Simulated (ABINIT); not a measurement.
# Nb (Im-3m): phonons by linear response

How does Nb (Im-3m) vibrate, and is this structure a minimum?

Method: DFT PBE, scalar-relativistic, plane waves, PseudoDojo norm-conserving pseudopotentials, in ABINIT 10.8.3.

The database entry behind the starting cell differs from later determinations by our own check (about 0.8 % long, hydrogen-cycled sample), so it need not match the best structure at ambient conditions.

## 1. Starting point

The structure is cubic, space group Im-3m (No. 229). The conventional cell has a = 3.328 Å, b = 3.328 Å, c = 3.328 Å, α = 90.00°, β = 90.00°, γ = 90.00°. Nearest to Nb lie 8 Nb at 2.88 Å.

## 2. A first look

A first run with smearing and empty bands tells whether the crystal has a gap, which decides between fixed occupations and smearing later on.

Contents of probe.abi:

```
# ground state
tolvrs 1.0d-08
prtden 1
prtwf 1

# basis, mesh and filling
ecut 37.0
ngkpt 8 8 8
nshiftk 1
shiftk 0.0 0.0 0.0
istwfk *1
occopt 7
tsmear 0.005
nband 12
nstep 100
diemac 9.0
prtebands 0
prtgsr 0

# cell and atoms
acell 3*1.0 Angstrom
rprim 
    -1.66395 1.66395 1.66395
    1.66395 -1.66395 1.66395
    1.66395 1.66395 -1.66395
ntypat 1
znucl 41
natom 1
typat 1
xred 
    0.0 0.0 0.0
pp_dirpath "./pseudo"
pseudos "Nb.upf"
```

Started as:

```bash
$ OMP_NUM_THREADS=1 mpirun -n 4 abinit probe.abi > probe.log
```

Numbers of over 12 decimals in the logs are rounded to 6 here.

probe.abo, the main output file:

```text
[banners, grids, parts of the stress and lines that vanish by symmetry left out]
- input  file    -> probe.abi
- output file    -> probe.abo
- root for input  files -> probei
[...]
Symmetries : space group Im -3 m (#229); Bravais cI (body-center cubic)
[...]
mpw =        1409          nfft =       27000          nkpt =          29
[...]
== DATASET  1 ==================================================================
[...]
cutoff_energies: {ecut:  37.0, pawecutdg:  -1.0, }
[...]
ETOT  1  -62.254688169383    -6.225E+01 1.645E-01 6.957E+01
 ETOT  2  -62.284115617640    -2.943E-02 7.712E-03 1.252E+01
 ETOT  3  -62.286994757975    -2.879E-03 4.901E-04 2.593E-03
 ETOT  4  -62.286995532775    -7.748E-07 2.566E-04 3.026E-05
 ETOT  5  -62.286995538935    -6.160E-09 7.183E-05 3.849E-07
 ETOT  6  -62.286995539004    -6.957E-11 3.857E-05 1.258E-10
 At SCF step    6       vres2   =  1.26E-10 < tolvrs=  1.00E-08 =>converged.
[...]
sigma(1 1)=  9.29722112E-05  sigma(3 2)=  0.00000000E+00
  sigma(2 2)=  9.29722112E-05  sigma(3 1)=  0.00000000E+00
  sigma(3 3)=  9.29722112E-05  sigma(2 1)=  0.00000000E+00
[...]
convergence: {deltae: -6.957E-11, res2:  1.258E-10, residm:  3.857E-05, diffor: null, }
etotal    :  -6.22869955E+01
[...]
sigma(1 1)=  9.29722112E-05  sigma(3 2)=  0.00000000E+00
  sigma(2 2)=  9.29722112E-05  sigma(3 1)=  0.00000000E+00
  sigma(3 3)=  9.29722112E-05  sigma(2 1)=  0.00000000E+00
[...]
- sigma(1 1)=  2.73533689E+00  sigma(3 2)=  0.00000000E+00
- sigma(2 2)=  2.73533689E+00  sigma(3 1)=  0.00000000E+00
- sigma(3 3)=  2.73533689E+00  sigma(2 1)=  0.00000000E+00
[...]
fcart     -0.0000000000E+00 -0.0000000000E+00 -0.0000000000E+00
           strten      9.2972211222E-05  9.2972211222E-05  9.2972211222E-05
================================================================================

[key lines of the parts left out:]
pressure_GPa:  -2.7353E+00
```

Wall time 3.6 s (4 MPI ranks of Arm Neoverse V2, shared host).

Read from the output:

* volume per atom: 18.43 Å³
* pressure: -2.735 GPa
* gap on the k-mesh: 0 eV

No gap opens on this mesh, so smearing is kept; the printed pressure holds the stress of the finite basis too.

## 3. Relaxation

The harmonic expansion needs vanishing forces, and a free crystal bears no stress, so cell and atoms are brought to rest. Stress is more sensitive to the basis than forces are: the last 3 Ha under the cutoff are smoothed with ecutsm, and the cutoff is raised above that of the later runs.

Contents of relax.abi:

```
# relaxation
ionmov 2
optcell 2
dilatmx 1.08
ntime 40
tolmxf 1.0d-05
tolvrs 1.0d-14
prtwf 0
prtden 0
chksymtnons 0

# basis, mesh and filling
ecut 46.0
ecutsm 3.0
ngkpt 12 12 12
nshiftk 1
shiftk 0.0 0.0 0.0
istwfk *1
occopt 7
tsmear 0.01
nband 12
nstep 100
diemac 1000000.0
prtebands 0
prtgsr 0

# cell and atoms
acell 3*1.0 Angstrom
rprim 
    -1.66395 1.66395 1.66395
    1.66395 -1.66395 1.66395
    1.66395 1.66395 -1.66395
ntypat 1
znucl 41
natom 1
typat 1
xred 
    0.0 0.0 0.0
pp_dirpath "./pseudo"
pseudos "Nb.upf"
```

Started as:

```bash
$ OMP_NUM_THREADS=1 mpirun -n 4 abinit relax.abi > relax.log
```

relax.abo, the main output file:

```text
[banners, grids, parts of the stress and lines that vanish by symmetry left out]
- input  file    -> relax.abi
- output file    -> relax.abo
- root for input  files -> relaxi
[...]
Symmetries : space group Im -3 m (#229); Bravais cI (body-center cubic)
[...]
mpw =        2382          nfft =       46656          nkpt =          72
[...]
== DATASET  1 ==================================================================
[...]
cutoff_energies: {ecut:  46.0, pawecutdg:  -1.0, }
[...]
ETOT  1  -62.253064831383    -6.225E+01 1.771E-01 1.187E+02
 ETOT  2  -62.284967565639    -3.190E-02 1.862E-02 1.677E+01
 ETOT  3  -62.287215060732    -2.247E-03 2.530E-03 3.109E-03
 ETOT  4  -62.287215776348    -7.156E-07 2.544E-03 6.494E-05
 ETOT  5  -62.287215783123    -6.774E-09 1.925E-04 5.837E-07
[...]
At SCF step    8       vres2   =  2.24E-15 < tolvrs=  1.00E-14 =>converged.
[...]
sigma(1 1)=  8.75127959E-05  sigma(3 2)=  0.00000000E+00
  sigma(2 2)=  8.75127959E-05  sigma(3 1)=  0.00000000E+00
  sigma(3 3)=  8.75127959E-05  sigma(2 1)=  0.00000000E+00
[...]
convergence: {deltae:  9.877E-13, res2:  2.243E-15, residm:  1.825E-04, diffor: null, }
etotal    :  -6.22872158E+01
[...]
ETOT  1  -62.287097620071    -6.229E+01 3.292E+00 1.456E+00
[...]
At SCF step    8       vres2   =  3.42E-16 < tolvrs=  1.00E-14 =>converged.
[...]
sigma(1 1)=  4.34513916E-05  sigma(3 2)=  0.00000000E+00
  sigma(2 2)=  4.34513916E-05  sigma(3 1)=  0.00000000E+00
  sigma(3 3)=  4.34513916E-05  sigma(2 1)=  0.00000000E+00
[...]
convergence: {deltae:  6.963E-13, res2:  3.422E-16, residm:  6.982E-05, diffor: null, }
etotal    :  -6.22872799E+01
[...]
ETOT  1  -62.287131349491    -6.229E+01 3.223E-02 1.357E+00
[...]
At SCF step    8       vres2   =  2.99E-16 < tolvrs=  1.00E-14 =>converged.
[...]
sigma(1 1)= -8.10143976E-07  sigma(3 2)=  0.00000000E+00
  sigma(2 2)= -8.10143976E-07  sigma(3 1)=  0.00000000E+00
  sigma(3 3)= -8.10143976E-07  sigma(2 1)=  0.00000000E+00
[...]
convergence: {deltae: -7.105E-14, res2:  2.994E-16, residm:  3.853E-05, diffor: null, }
etotal    :  -6.22873001E+01
[...]
ETOT  1  -62.287300098456    -6.229E+01 3.092E-05 4.482E-04
[...]
ETOT  5  -62.287300154052    -2.558E-13 6.504E-06 1.420E-12
 ETOT  6  -62.287300154051     5.187E-13 1.521E-05 5.241E-15
 At SCF step    6       vres2   =  5.24E-15 < tolvrs=  1.00E-14 =>converged.
[...]
sigma(1 1)=  7.17581223E-09  sigma(3 2)=  0.00000000E+00
  sigma(2 2)=  7.17581223E-09  sigma(3 1)=  0.00000000E+00
  sigma(3 3)=  7.17581223E-09  sigma(2 1)=  0.00000000E+00
[...]
convergence: {deltae:  5.187E-13, res2:  5.241E-15, residm:  1.521E-05, diffor: null, }
etotal    :  -6.22873002E+01
[...]
At Broyd/MD step   4, gradients are converged :
[...]
sigma(1 1)=  7.17581223E-09  sigma(3 2)=  0.00000000E+00
  sigma(2 2)=  7.17581223E-09  sigma(3 1)=  0.00000000E+00
  sigma(3 3)=  7.17581223E-09  sigma(2 1)=  0.00000000E+00
[...]
- sigma(1 1)=  2.11119685E-04  sigma(3 2)=  0.00000000E+00
- sigma(2 2)=  2.11119685E-04  sigma(3 1)=  0.00000000E+00
- sigma(3 3)=  2.11119685E-04  sigma(2 1)=  0.00000000E+00
[...]
fcart     -0.0000000000E+00 -0.0000000000E+00 -0.0000000000E+00
           strten      7.1758122309E-09  7.1758122309E-09  7.1758122326E-09
================================================================================

[key lines of the parts left out:]
pressure_GPa:  -2.1112E-04
Total energy (etotal) [Ha]= -6.22873001540510E+01
```

Run time: 35 s. Hardware: 4 MPI ranks; 2.3 min of CPU time.

Step by step:

| step | energy less that of the first step (eV) | largest force (eV/Å) | volume (Å³) |
| --- | --- | --- | --- |
| 1 | 0.0000 | 0.0000 | 18.43 |
| 2 | -0.0017 | 0.0000 | 18.28 |
| 3 | -0.0023 | 0.0000 | 18.14 |
| 4 | -0.0023 | 0.0000 | 18.15 |

| conventional cell, symmetrised | before | after | change |
| --- | --- | --- | --- |
| a (Å) | 3.328 | 3.311 | -0.5 % |
| b (Å) | 3.328 | 3.311 | -0.5 % |
| c (Å) | 3.328 | 3.311 | -0.5 % |
| volume (Å³/atom) | 18.43 | 18.15 | -1.5 % |

Final coordinates:

```xyz
1
Lattice="-1.6554 1.6554 1.6554 1.6554 -1.6554 1.6554 1.6554 1.6554 -1.6554" Properties=species:S:1:pos:R:3 pbc="T T T"
Nb    0.0000    0.0000    0.0000
```

Read from the output:

| Quantity | Value |
| --- | --- |
| volume per atom | 18.15 Å³ |
| pressure | -2.11e-4 GPa |

The volume changes by -1.5 % in this run and stands -1.5 % from the first cell.

## 4. Ground state

First-order wavefunctions inherit every error of the ground state, hence the very tight tolvrs. Smearing stays on, as the first look found no gap above 0.3 eV.

Contents of gs.abi:

```
# ground state
tolvrs 1.0d-16
prtden 1
prtwf 1

# basis, mesh and filling
ecut 37.0
ngkpt 12 12 12
nshiftk 1
shiftk 0.0 0.0 0.0
istwfk *1
occopt 7
tsmear 0.01
nband 12
nstep 100
diemac 1000000.0
prtebands 0
prtgsr 0

# cell and atoms
acell 3*1.0 Angstrom
rprim 
    -1.655417213 1.655417213 1.655417213
    1.655417213 -1.655417213 1.655417213
    1.655417213 1.655417213 -1.655417213
ntypat 1
znucl 41
natom 1
typat 1
xred 
    0.0 0.0 0.0
pp_dirpath "./pseudo"
pseudos "Nb.upf"
```

Started as:

```bash
$ OMP_NUM_THREADS=1 mpirun -n 4 abinit gs.abi > gs.log
```

gs.abo, the main output file:

```text
[banners, grids, parts of the stress and lines that vanish by symmetry left out]
- input  file    -> gs.abi
- output file    -> gs.abo
- root for input  files -> gsi
[...]
Symmetries : space group Im -3 m (#229); Bravais cI (body-center cubic)
[...]
mpw =        1333          nfft =       27000          nkpt =          72
[...]
== DATASET  1 ==================================================================
[...]
cutoff_energies: {ecut:  37.0, pawecutdg:  -1.0, }
[...]
ETOT  1  -62.254084084026    -6.225E+01 1.908E-01 6.651E+01
 ETOT  2  -62.285059302677    -3.098E-02 5.586E-02 9.093E+00
 ETOT  3  -62.287139185230    -2.080E-03 2.961E-03 1.787E-03
 ETOT  4  -62.287139813185    -6.280E-07 1.366E-03 3.952E-05
 ETOT  5  -62.287139820526    -7.342E-09 2.614E-04 3.821E-07
 ETOT  6  -62.287139820596    -6.968E-11 5.523E-04 1.672E-10
 ETOT  7  -62.287139820596     2.487E-13 2.045E-04 3.123E-12
 ETOT  8  -62.287139820596    -5.613E-13 3.785E-04 6.600E-16
 ETOT  9  -62.287139820598    -1.720E-12 2.169E-04 4.782E-18
 At SCF step    9       vres2   =  4.78E-18 < tolvrs=  1.00E-16 =>converged.
[...]
sigma(1 1)=  1.92377906E-05  sigma(3 2)=  0.00000000E+00
  sigma(2 2)=  1.92377906E-05  sigma(3 1)=  0.00000000E+00
  sigma(3 3)=  1.92377906E-05  sigma(2 1)=  0.00000000E+00
[...]
convergence: {deltae: -1.720E-12, res2:  4.782E-18, residm:  2.169E-04, diffor: null, }
etotal    :  -6.22871398E+01
[...]
sigma(1 1)=  1.92377906E-05  sigma(3 2)=  0.00000000E+00
  sigma(2 2)=  1.92377906E-05  sigma(3 1)=  0.00000000E+00
  sigma(3 3)=  1.92377906E-05  sigma(2 1)=  0.00000000E+00
[...]
- sigma(1 1)=  5.65995341E-01  sigma(3 2)=  0.00000000E+00
- sigma(2 2)=  5.65995341E-01  sigma(3 1)=  0.00000000E+00
- sigma(3 3)=  5.65995341E-01  sigma(2 1)=  0.00000000E+00
[...]
fcart     -0.0000000000E+00 -0.0000000000E+00 -0.0000000000E+00
           strten      1.9237790638E-05  1.9237790638E-05  1.9237790638E-05
================================================================================

[key lines of the parts left out:]
pressure_GPa:  -5.6600E-01
```

It took 7.9 s on 4 MPI ranks; 31 s of CPU time.

Read from the output:

```
pressure : -0.5660 GPa
```

The cell stands at -0.57 GPa: the relaxation ran with a smoothed and higher cutoff, and the difference is a stress of the finite basis.

(Part 1 of 3 ends here.)

[Host names and launcher messages were left out of these logs when they were recorded.]

[Logs are printed without paths, hosts, clocks, repeated set-up lines and the standing remarks that a program may print on its own settings, such as how far it seeks lower states.]

[Hosts, paths, dates, database ids (printed as entryN), source tags and the programs' standing remarks are cut or masked in the printed files.]
